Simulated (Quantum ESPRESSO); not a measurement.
# Germanium (Fd-3m): a mode Grüneisen parameter, worked out

Aim: the Grüneisen parameter and the pressure coefficient of an optical mode of Germanium (Fd-3m).

Program: Quantum ESPRESSO 7.5. Level of theory: DFT LDA, scalar-relativistic, plane waves, PseudoDojo norm-conserving pseudopotentials. Results are calculated unless marked as measured.

**1. The relaxed structure**

The structure is cubic, space group Fd-3m (No. 227). Conventional cell: a = 5.620 Å, b = 5.620 Å, c = 5.620 Å, α = 90.00°, β = 90.00°, γ = 90.00°. Ge has 4 Ge at 2.43 Å nearest.

Coordinates:

```cif
data_structure
_symmetry_space_group_name_H-M 'Fd-3m:1'
_symmetry_Int_Tables_number 227
_cell_length_a 5.6201
_cell_length_b 5.6201
_cell_length_c 5.6201
_cell_angle_alpha 90.000
_cell_angle_beta 90.000
_cell_angle_gamma 90.000
_cell_volume 177.51
loop_
_atom_site_label
_atom_site_type_symbol
_atom_site_symmetry_multiplicity
_atom_site_Wyckoff_symbol
_atom_site_fract_x
_atom_site_fract_y
_atom_site_fract_z
_atom_site_occupancy
Ge1 Ge 8 b 0.00000 0.50000 0.00000 1
```

This is the cell after its relaxation at this level of theory, not the database cell from which that began.

**2. Runs at several volumes**

The relaxed cell is scaled uniformly; in this structure symmetry fixes all atoms, so nothing has to be relaxed anew. Each volume gets a ground state and a response at Γ. Cutoff 86 Ry, k mesh 8×8×8 with shifts.

From the response at V/V₀ = 0.94:

The log of the run:

```text
[banners, grids, parts of the stress and lines that vanish by symmetry left out]
Program PHONON v.7.5
     Reading xml data from directory:

[...]
Exchange-correlation= PW
                           (   1   4   0   0   0   0   0)
[...]
kinetic-energy cut-off    =      86.0000  Ry
     charge density cut-off    =     344.0000  Ry
     convergence threshold     =      1.0E-18
[...]
Exchange-correlation= PW
                           (   1   4   0   0   0   0   0)
[...]
q = (   0.0000000   0.0000000   0.0000000 )
     49 Sym.Ops. (with q -> -q+G )
     G cutoff =  943.1159  (  30395 G-vectors)     FFT grid: ( 48, 48, 48)
     number of k points=    60
[...]
Mode symmetry, O_h (m-3m)  point group:
[...]
Dielectric constant
[...]
End of electric fields calculation
          Dielectric constant in cartesian axis
          (      18.275878435       0.000000000       0.000000000 )
          (       0.000000000      18.275878435       0.000000000 )
          (       0.000000000       0.000000000      18.275878435 )
          Effective charges (d Force / dE) in cartesian axis without acoustic sum rule applied (asr)
           atom    1  Ge    Mean Z*:       -0.00942
      Ex  (       -0.00942       -0.00000        0.00000 )
      Ey  (       -0.00000       -0.00942        0.00000 )
      Ez  (        0.00000        0.00000       -0.00942 )
           atom    2  Ge    Mean Z*:       -0.00942
      Ex  (       -0.00942       -0.00000        0.00000 )
      Ey  (       -0.00000       -0.00942       -0.00000 )
      Ez  (       -0.00000       -0.00000       -0.00942 )
          Effective charges Sum: Mean:       -0.01884
[...]
Effective charges (d Force / dE) in cartesian axis with asr applied:
           atom    1  Ge    Mean Z*:        0.00000
[...]
atom    2  Ge    Mean Z*:        0.00000
[...]
Representation #   1 modes #   1   2   3
[...]
End of self-consistent calculation
     Convergence has been achieved
     Representation #   2 modes #   4   5   6
[...]
End of self-consistent calculation
     Convergence has been achieved
[...]
Dielectric constant in cartesian axis
          (      18.275878435       0.000000000       0.000000000 )
          (       0.000000000      18.275878435       0.000000000 )
          (       0.000000000       0.000000000      18.275878435 )
          Effective charges (d Force / dE) in cartesian axis without acoustic sum rule applied (asr)
           atom    1  Ge    Mean Z*:       -0.00942
      Ex  (       -0.00942       -0.00000        0.00000 )
      Ey  (       -0.00000       -0.00942        0.00000 )
      Ez  (        0.00000        0.00000       -0.00942 )
           atom    2  Ge    Mean Z*:       -0.00942
      Ex  (       -0.00942       -0.00000        0.00000 )
      Ey  (       -0.00000       -0.00942       -0.00000 )
      Ez  (       -0.00000       -0.00000       -0.00942 )
          Effective charges Sum: Mean:       -0.01884
[...]
Effective charges (d Force / dE) in cartesian axis with asr applied:
           atom    1  Ge    Mean Z*:        0.00000
[...]
atom    2  Ge    Mean Z*:        0.00000
[...]
q = (    0.000000000   0.000000000   0.000000000 )
[...]
freq (    1) =       0.093986 [THz] =       3.135031 [cm-1]
     freq (    2) =       0.093986 [THz] =       3.135031 [cm-1]
     freq (    3) =       0.093986 [THz] =       3.135031 [cm-1]
     freq (    4) =       9.432424 [THz] =     314.631788 [cm-1]
     freq (    5) =       9.432424 [THz] =     314.631788 [cm-1]
     freq (    6) =       9.432424 [THz] =     314.631788 [cm-1]
[...]
Mode symmetry, O_h (m-3m)  point group:
     freq (   1-   3) =          3.1  [cm-1]   --> T_1u G_15  G_4- I
     freq (   4-   6) =        314.6  [cm-1]   --> T_2g G_25' G_5+ R

   JOB DONE.
```

One volume, V/V₀ = 1.03, is held back as a test.

```
V/V₀  volume (Å³/atom)  pressure (GPa)   ω (cm⁻¹)
0.94            20.858            5.18     314.63
0.97            21.523            2.36     304.34
   1            22.189           -0.01     294.54
1.03            22.855           -2.00  held back
1.06            23.520           -3.68     276.18
```

**3. The fit**

The mode Grüneisen parameter is γ = −d ln ω / d ln V.

```
ln(V/V₀)    ln ω
 -0.0619  5.7514
 -0.0305  5.7181
  0.0000  5.6854
  0.0583  5.6211
```

A straight line through these points has the slope -1.086, so γ = 1.09; at V/V₀ = 1.03 it predicts ω = exp(5.6848 − 0.0321) = 285.05 cm⁻¹.

A parabola of pressure against ln V through V/V₀ = 0.97, 1 and 1.03 gives the bulk modulus B = −dP/d ln V = 73 GPa at V₀. With ω₀ from the fitted line the pressure coefficient follows as dω/dP = γ ω₀ / B = 1.09 × 294.3 / 73 = 4.41 cm⁻¹/GPa.

**4. The run that was held back**

The log of the run:

```text
[banners, grids, parts of the stress and lines that vanish by symmetry left out]
[banner, memory and clock lines left out]
Program PHONON v.7.5

[...]
Exchange-correlation= PW
                           (   1   4   0   0   0   0   0)
[...]
kinetic-energy cut-off    =      86.0000  Ry
     charge density cut-off    =     344.0000  Ry
     convergence threshold     =      1.0E-18
[...]
Exchange-correlation= PW
                           (   1   4   0   0   0   0   0)
[...]
q = (   0.0000000   0.0000000   0.0000000 )
     49 Sym.Ops. (with q -> -q+G )
     G cutoff = 1002.3929  (  33223 G-vectors)     FFT grid: ( 48, 48, 48)
     number of k points=    60
[...]
Mode symmetry, O_h (m-3m)  point group:
[...]
Dielectric constant
[...]
End of electric fields calculation
          Dielectric constant in cartesian axis
          (      24.762401821      -0.000000000      -0.000000000 )
          (       0.000000000      24.762401821       0.000000000 )
          (      -0.000000000       0.000000000      24.762401821 )
          Effective charges (d Force / dE) in cartesian axis without acoustic sum rule applied (asr)
           atom    1  Ge    Mean Z*:       -0.01962
      Ex  (       -0.01962       -0.00000       -0.00000 )
      Ey  (       -0.00000       -0.01962        0.00000 )
      Ez  (       -0.00000       -0.00000       -0.01962 )
           atom    2  Ge    Mean Z*:       -0.01962
      Ex  (       -0.01962        0.00000        0.00000 )
      Ey  (        0.00000       -0.01962        0.00000 )
      Ez  (        0.00000        0.00000       -0.01962 )
[...]
Representation #   1 modes #   1   2   3
[...]
End of self-consistent calculation
     Convergence has been achieved
     Representation #   2 modes #   4   5   6
[...]
End of self-consistent calculation
     Convergence has been achieved
[...]
Dielectric constant in cartesian axis
          (      24.762401821      -0.000000000      -0.000000000 )
          (       0.000000000      24.762401821       0.000000000 )
          (      -0.000000000       0.000000000      24.762401821 )
          Effective charges (d Force / dE) in cartesian axis without acoustic sum rule applied (asr)
           atom    1  Ge    Mean Z*:       -0.01962
      Ex  (       -0.01962       -0.00000       -0.00000 )
      Ey  (       -0.00000       -0.01962        0.00000 )
      Ez  (       -0.00000       -0.00000       -0.01962 )
           atom    2  Ge    Mean Z*:       -0.01962
      Ex  (       -0.01962        0.00000        0.00000 )
      Ey  (        0.00000       -0.01962        0.00000 )
      Ez  (        0.00000        0.00000       -0.01962 )
          Effective charges Sum: Mean:       -0.03924
[...]
Effective charges (d Force / dE) in cartesian axis with asr applied:
           atom    1  Ge    Mean Z*:       -0.00000
[...]
atom    2  Ge    Mean Z*:        0.00000
[...]
q = (    0.000000000   0.000000000   0.000000000 )
[...]
freq (    1) =      -0.070260 [THz] =      -2.343613 [cm-1]
     freq (    2) =      -0.070260 [THz] =      -2.343613 [cm-1]
     freq (    3) =      -0.070260 [THz] =      -2.343613 [cm-1]
     freq (    4) =       8.548798 [THz] =     285.157223 [cm-1]
     freq (    5) =       8.548798 [THz] =     285.157223 [cm-1]
     freq (    6) =       8.548798 [THz] =     285.157223 [cm-1]
[...]
Mode symmetry, O_h (m-3m)  point group:
     freq (   1-   3) =         -2.3  [cm-1]   --> T_1u G_15  G_4- I
     freq (   4-   6) =        285.2  [cm-1]   --> T_2g G_25' G_5+ R
```

It gives 285.16 cm⁻¹ against the predicted 285.05 cm⁻¹, a miss of 0.1 cm⁻¹.

**5. What came out**

- mode Grüneisen parameter: 1.086
- bulk modulus: 72.6 GPa
- pressure coefficient: 4.41 cm⁻¹/GPa

**Reading.** The highest optical mode of Germanium (Fd-3m) stiffens by 4.41 cm⁻¹ a GPa near the relaxed volume, with γ = 1.09. The power law meets all 5 runs within 0.07 %; between neighbouring volumes γ runs from 1.06 to 1.11. Such a coefficient turns a measured shift of this mode into a hydrostatic stress; uniaxial or biaxial stress splits the mode and needs deformation potentials. These are harmonic values at zero temperature for the structure held cubic, which a run at Γ can't show to be stable; the bulk modulus rests on three points.

[Host names and launcher messages were left out of these logs when they were recorded.]

[Logs are printed without paths, hosts, clocks, repeated set-up lines and the standing remarks that a program may print on its own settings, such as how far it seeks lower states.]

[Hosts, paths, dates, database ids (printed as entryN), source tags and the programs' standing remarks are cut or masked in the printed files.]
